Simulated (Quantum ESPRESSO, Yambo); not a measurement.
# Diamond (Fd-3m, 2 atoms a cell): G0W0 with Yambo, start to end, part 3 of 3

Aim: the G0W0 gap of Diamond (Fd-3m, 2 atoms a cell) on PBE, step by step.

Quantum ESPRESSO 7.5 and Yambo 5.3.0; PBE and many-body steps on it, plane waves. Known limits of the many-body steps: not at the basis limit.

So far. Step 3 (Bands along the symmetry lines): The gap is 4.190 eV, −0.039 eV from the run before at this level. Step 4 (Empty states on the mesh, 8×8×8 mesh, 51 bands): On this mesh the gap is 4.190 eV.

**6. Screening and self-energy, 8×8×8 mesh, 51 bands, screening to 210.9 eV**

Now the one-shot GW correction: screening in the RPA, then the self-energy of the levels asked for.

This step: G0W0 on PBE, plane waves, norm-conserving pseudopotentials.

gw1.in reads:

```
HF_and_locXC
gw0
dyson
ppa
em1d
rim_cut
RandQpts= 1000000
RandGvec= 1 RL
EXXRLvcs= 74 Ry
VXCRLvcs= 296 Ry
Chimod= "HARTREE"
% BndsRnXp
 1 | 51 |
%
NGsBlkXp= 15.5 Ry
% LongDrXp
 1 | 1 | 1 |
%
% GbndRnge
 1 | 51 |
%
DysSolver= "n"
ExtendOut
PPAPntXp= 27.21138 eV
% QPkrange
 1 | 29 | 2 | 6 |
%
```

The run is started by

```bash
OMP_NUM_THREADS=1 mpirun -n 4 yambo -F gw1.in -J gw1 -C gw1 > gw1.log
```

The log of the run:

```text
 Yambo, version 5.3.0

 [02] CORE Variables Setup
 =========================

  [... cell, symmetries and grids as in the set-up ...]

  [02.05] Energies & Occupations
  ==============================

  [X] === General ===
  [X] Electronic Temperature                        :  0.000000  0.000000 [eV K]
  [X] Bosonic    Temperature                        :  0.000000  0.000000 [eV K]
  [X] Finite Temperature mode                       : no
  [X] El. density                                   :  0.70524E+24 [cm-3]
  [X] Fermi Level                                   :  13.35851 [eV]

  [X] === Gaps and Widths ===
  [X] Conduction Band Min                           :  4.190041 [eV]
  [X] Valence Band Max                              :  0.000000 [eV]
  [X] Filled Bands                                  :   4
  [X] Empty Bands                                   :    5   51
  [X] Direct Gap                                    :  5.625541 [eV]
  [X] Direct Gap localized at k                     :  1
  [X] Indirect Gap                                  :  4.190041 [eV]
  [X] Indirect Gap between kpts                     :   1  18
  [X] Last valence band width                       :  8.331933 [eV]
  [X] 1st conduction band width                     :  6.494492 [eV]

 [03] Transferred momenta grid and indexing
 ==========================================

 IBZ Q-points                                      :  29
 BZ  Q-points                                      :   512

 K/Q-points units:
 rlu = crystal or reduced units; cc = cartesian coordinates; iku = interal k-units

 Q [ 1]         [rlu]:  0.000000  0.000000  0.000000
 Q [ 2]         [rlu]: -0.21107E-16 -0.21107E-16  0.12500
 Q [ 3]         [rlu]:  0.24465E-17  0.24465E-17  0.25000
 Q [ 4]         [rlu]: -0.17551E-17 -0.17551E-17  0.37500
 Q [ 5]         [rlu]:  0.84430E-16  0.84430E-16 -0.50000
 Q [ 6]         [rlu]: -0.73783E-17  0.12500      0.12500
 Q [ 7]         [rlu]: -0.62203E-17  0.12500      0.25000
 Q [ 8]         [rlu]:  0.24465E-17  0.12500      0.37500
 Q [ 9]         [rlu]:  0.26352E-18  0.12500      0.50000
 Q [10]         [rlu]:  0.84430E-16  0.12500     -0.37500
     [... 17 further rows ...]
 Q [28]         [rlu]:  0.125000 -0.500000 -0.375000
 Q [29]         [rlu]:  0.250000 -0.500000 -0.250000

 [04] Coloumb potential Random Integration (RIM)
 ===============================================

  [04.01] RIM initialization
  ==========================

  * Diagonal components only detected *

  8 x (sBL volume)        :  0.050630 [a.u.]
  sBZ random points       :  1000000
  Points outside the sBZ  :   7999624
  RL volume               :  3.240325 [a.u.]
  Integrated volume       :  3.240478 [a.u.]

  [04.02] RIM integrals
  =====================

  Gamma point sphere radius             :  0.067105 [a.u.]
  Points outside the sphere             :   799635
  [Int_sBZ(q=0) 1/q^2]*(Vol_sBZ)^(-1/3) =:  7.763403
                                 should be <:  7.795600

  Summary of Coulomb integrals for non-metallic bands |Q|[au] RIM/Bare

  Q [1] 0.100000E-4 0.995870 * Q [2] 0.201827 1.065375
  Q [6] 0.233050 1.063960 * Q [12] 0.329583 1.025361
  Q [7] 0.386470 1.019334 * Q [3] 0.403655 1.016906
  Q [13] 0.466100 1.013461 * Q [11] 0.507921 1.010271
  Q [22] 0.521116 1.010384 * Q [8] 0.570854 1.008637
  Q [4] 0.605482 1.007625 * Q [14] 0.605482 1.007811
  Q [17] 0.659166 1.006086 * Q [23] 0.689372 1.005926
  Q [10] 0.699151 1.005340 * Q [18] 0.699151 1.005850
  Q [25] 0.736970 1.005219 * Q [9] 0.764106 1.004858
  Q [15] 0.772940 1.004778 * Q [5] 0.807310 1.003970
  Q [19] 0.832156 1.004142 * Q [16] 0.832156 1.003775
  Q [27] 0.840275 1.003715 * Q [24] 0.871994 1.003414
  Q [26] 0.895046 1.003562 * Q [21] 0.932201 1.003087
  Q [28] 0.960891 1.002912 * Q [20] 0.988748 1.002677
  Q [29] 1.042232 1.002479

 [05] Dipoles
 ============

  [05.01] Setup: observables and procedures
  =========================================

 [06] Dynamic Dielectric Matrix (PPA)
 ====================================

 [WR./gw1//ndb.pp]---------------------------------------------------------------
  Brillouin Zone Q/K grids (IBZ/BZ)                :    29   512    29   512
  RL vectors                                       :  1211 [WF]
  Coulomb cutoff potential                         : none
  Electronic Temperature                           :  0.000000 [K]
  Bosonic    Temperature                           :  0.000000 [K]
  PPA    diel. fun.  energies                      : Perdew, Burke & Ernzerhof(X)+Perdew, Burke & Ernzerhof(C)
  wavefunctions                                    : Perdew, Burke & Ernzerhof(X)+Perdew, Burke & Ernzerhof(C)
  Global Gauge                                     : length
  X matrix size                                    :   89
  X band range                                     :    1   51
  X e/h energy range                               : -1.000000 -1.000000 [eV]
  X Time ordering                                  : R
  X Hxc Kernel                                     : HARTREE
  X Drude frequency                                :  0.000000  0.000000
  X poles                                          :  100.0000 [o/o]
  RL vectors in the sum                            :  1211
  [r,Vnl] included                                 : yes
  Field direction                                  :  0.577350E-5  0.577350E-5  0.577350E-5
  BZ energy Double Grid                            : no
  BZ energy DbGd points                            : 0
  BZ Q point size factor                           : -1.000000
  X Optical Averaged directions                    : none

 [07] Local Exchange-Correlation + Non-Local Fock
 ================================================

 [VXC] Plane waves :   6615
 [EXS] Plane waves :   893

 QP @ state[ 1 ] K range:   1  29
 QP @ state[ 1 ] b range:   2   6

 [xc] Functional : Perdew, Burke & Ernzerhof(X)+Perdew, Burke & Ernzerhof(C)
 [xc] LIBXC used to calculate xc functional
  PP Number of Atomic Species                      :  1
  NLCC RL compoments                               :   6615
  PP Number of Atomic Species                      :  1
  NLCC RL compoments                               :   6615

 [xc] E_xc :  -3.558532 [Ha]
      E_xc :  -7.117063 [Ry]

  Local XC kind (lXC) : Perdew, Burke & Ernzerhof(X)+Perdew, Burke & Ernzerhof(C)
  Non-Local XC kind (nlXC) : Hartree-Fock

  Corrections @ K [1] :  [eV]
 <2|nlXC|2> = -19.19681 -0.39029E-17 <2|lXC|2> = -16.96249 -0.37763E-15
 <3|nlXC|3> = -19.19680 -0.10806E-16 <3|lXC|3> = -16.96249  0.000000
 <4|nlXC|4> = -19.19680 -0.34194E-17 <4|lXC|4> = -16.96249  0.94408E-16
 <5|nlXC|5> = -9.589900 -0.15692E-17 <5|lXC|5> = -15.64309  0.20283E-17
 <6|nlXC|6> = -9.589927 -0.48485E-17 <6|lXC|6> = -15.64309 -0.18882E-15

  Corrections @ K [2] :  [eV]
 <2|nlXC|2> = -19.50377 -0.12914E-16 <2|lXC|2> = -16.40171  0.000000
 <3|nlXC|3> = -19.22870 -0.17593E-16 <3|lXC|3> = -16.79713  0.000000
 <4|nlXC|4> = -19.22870  0.45937E-17 <4|lXC|4> = -16.79713  0.18882E-15
 <5|nlXC|5> = -9.464905 -0.59515E-18 <5|lXC|5> = -15.81102 -0.47204E-16
 <6|nlXC|6> = -9.464869 -0.16518E-17 <6|lXC|6> = -15.81102 -0.18882E-15

  Corrections @ K [3] :  [eV]
[...]
Corrections @ K [4] :  [eV]
[...]
Corrections @ K [5] :  [eV]
[...]
[... 23 further k-points ...]
  Corrections @ K [29] :  [eV]
 <2|nlXC|2> = -23.69788  0.65092E-17 <2|lXC|2> = -16.05756  0.94408E-16
 <3|nlXC|3> = -20.22231 -0.13806E-16 <3|lXC|3> = -14.99490  0.70806E-16
 <4|nlXC|4> = -20.22231  0.16819E-17 <4|lXC|4> = -14.99490  0.29503E-16
 <5|nlXC|5> = -7.116412 -0.56399E-18 <5|lXC|5> = -14.25946  0.47204E-16
 <6|nlXC|6> = -7.116411  0.22661E-17 <6|lXC|6> = -14.25946 -0.14161E-15

  [07.01] Hartree-Fock occupations report
  =======================================

  [Hartree-Fock] === General ===
  [Hartree-Fock] Electronic Temperature             :  0.000000  0.000000 [eV K]
  [Hartree-Fock] Bosonic    Temperature             :  0.000000  0.000000 [eV K]
  [Hartree-Fock] Finite Temperature mode            : no
  [Hartree-Fock] El. density                        :  0.70524E+24 [cm-3]
  [Hartree-Fock] Fermi Level                        :  13.35851 [eV]

  [Hartree-Fock] === Gaps and Widths ===
  [Hartree-Fock] Conduction Band Min                :  9.575149 [eV]
  [Hartree-Fock] Valence Band Max                   : -2.234315 [eV]
  [Hartree-Fock] Filled Bands                       :   4
  [Hartree-Fock] Empty Bands                        :    5   51
  [Hartree-Fock] Direct Gap                         :  13.91305 [eV]
  [Hartree-Fock] Direct Gap localized at k          :  1
  [Hartree-Fock] Indirect Gap                       :  11.80946 [eV]
  [Hartree-Fock] Indirect Gap between kpts          :   1  18
  [Hartree-Fock] Last valence band width            :  11.32503 [eV]
  [Hartree-Fock] 1st conduction band width          :  8.252434 [eV]

 [08] Dyson equation: Newton solver
 ==================================

  [08.01] G0W0 (W PPA)
  ====================

  [  GW  ] Bands range     :    1   51
  [GW/PPA] G damping       :  0.100000 [eV]

  QP @ state[ 1 ] K range:   1  29
  QP @ state[ 1 ] b range:   2   6

   Sc/G bands                                       :    1   51
   Sc/G damping                                     :  0.100000 ev
   Sc bands terminator                              : no
   Sx RL components                                 :   893

   QP @ state[ 1 ] K range                          :   1  29
   QP @ state[ 1 ] b range                          :   2   6
   GF energies kind                                 : Perdew, Burke & Ernzerhof(X)+Perdew, Burke & Ernzerhof(C)
   GF WF`s kind                                     : Perdew, Burke & Ernzerhof(X)+Perdew, Burke & Ernzerhof(C)
   Xs energies kind                                 : Perdew, Burke & Ernzerhof(X)+Perdew, Burke & Ernzerhof(C)
   Xs WF`s kind                                     : Perdew, Burke & Ernzerhof(X)+Perdew, Burke & Ernzerhof(C)

 [11] Game Over & Game summary
```

The job ended after 6 min (4 MPI ranks of Arm Neoverse V1, shared host; peak memory 1.2 GiB).

Numbers from this step:

```
G0W0 gap on the mesh                         : 5.431 eV
starting gap on the mesh                     : 4.190 eV
k of the valence top                         : 0, 0, 0
k of the conduction bottom                   : 0, 0.375, 0.375
least direct G0W0 gap on the computed points : 7.370 eV
Z at the valence top                         : 0.8315
Z at the conduction bottom                   : 0.8416
```

The gap on the mesh goes from 4.19 eV to 5.43 eV, a correction of +1.24 eV. The start differs from the 4.23 eV found before because the two sample other k points.

Limits: finite bands, cutoff and mesh. v1 is the top filled band, c1 the lowest empty one. The levels before and after the correction (eV, zero at the valence-band top of each column):

|  | conduction bottom | valence top |
| --- | --- | --- |
| Kohn-Sham | 4.19 | 0.00 |
| G0W0 | 5.43 | 0.00 |

|  | level | energy (eV) |
| --- | --- | --- |
| Kohn-Sham | Γ v3-v1 | 0.000 |
| Kohn-Sham | Γ c1-c2 | 5.626 |
| Kohn-Sham | (0 0.375 0.375) v3 | -8.593 |
| Kohn-Sham | (0 0.375 0.375) v2-v1 | -5.754 |
| Kohn-Sham | (0 0.375 0.375) c1 | 4.190 |
| Kohn-Sham | (0 0.375 0.375) c2 | 6.803 |
| G0W0 | Γ v3-v1 | 0.000 |
| G0W0 | Γ c1-c2 | 7.370 |
| G0W0 | (0 0.375 0.375) v3 | -9.366 |
| G0W0 | (0 0.375 0.375) v2-v1 | -6.146 |
| G0W0 | (0 0.375 0.375) c1 | 5.431 |
| G0W0 | (0 0.375 0.375) c2 | 8.019 |

**7. Where the time went**

Times are wall times on the hardware named with each run, good to a factor of about two.

| step | time | share | memory (GiB) |
| --- | --- | --- | --- |
| ground state | 2.1 s | 1 % | 0.17 |
| bands along the symmetry lines | 1.2 s | 0 % | 0.05 |
| empty states on the mesh | 2.9 s | 1 % | 0.18 |
| conversion and set-up | 1.8 s | 0 % | 0.23 |
| screening and self-energy | 6 min | 98 % | 1.2 |

**8. Summary of results**

- PBE gap: 4.19 eV, indirect
- G0W0 gap on the mesh: 5.43 eV
- GW settings: 8×8×8 mesh, 51 bands, screening to 210.9 eV, Godby-Needs plasmon pole
- known limits: not at the basis limit

In words: G0W0 moves the gap on the mesh from 4.19 eV to 5.43 eV (+1.24 eV), with Z of 0.83 and 0.84 at the edges. The dearest step here is «screening and self-energy». Against experiment, by G0W0@PBE: the gap of 5.43 eV lies −0.07 eV from the measured 5.5 eV (kind not stated, quoted 2019); the gap of 5.43 eV lies −0.04 eV from the measured 5.47 eV (kind not stated, quoted 2024). The calculation has static nuclei and no excitons; a measured gap holds zero-point and thermal motion, which mostly lowers it. Bands and cutoff are finite, so the gap is not at the basis limit. The miss can reach some tenths of an eV and take either sign; the mesh is an error of its own.

[Paths, hosts, dates, memory and timing lines, banners, echoed tables and standing remarks are left out of the program output.]

[Logs are printed without paths, hosts, clocks, repeated set-up lines and the standing remarks that a program may print on its own settings, such as how far it seeks lower states.]

[Runs of the session that timed out or met a known fault of the program may be left out.]

[Hosts, paths, dates, database ids (printed as entryN), source tags and the programs' standing remarks are cut or masked in the printed files.]
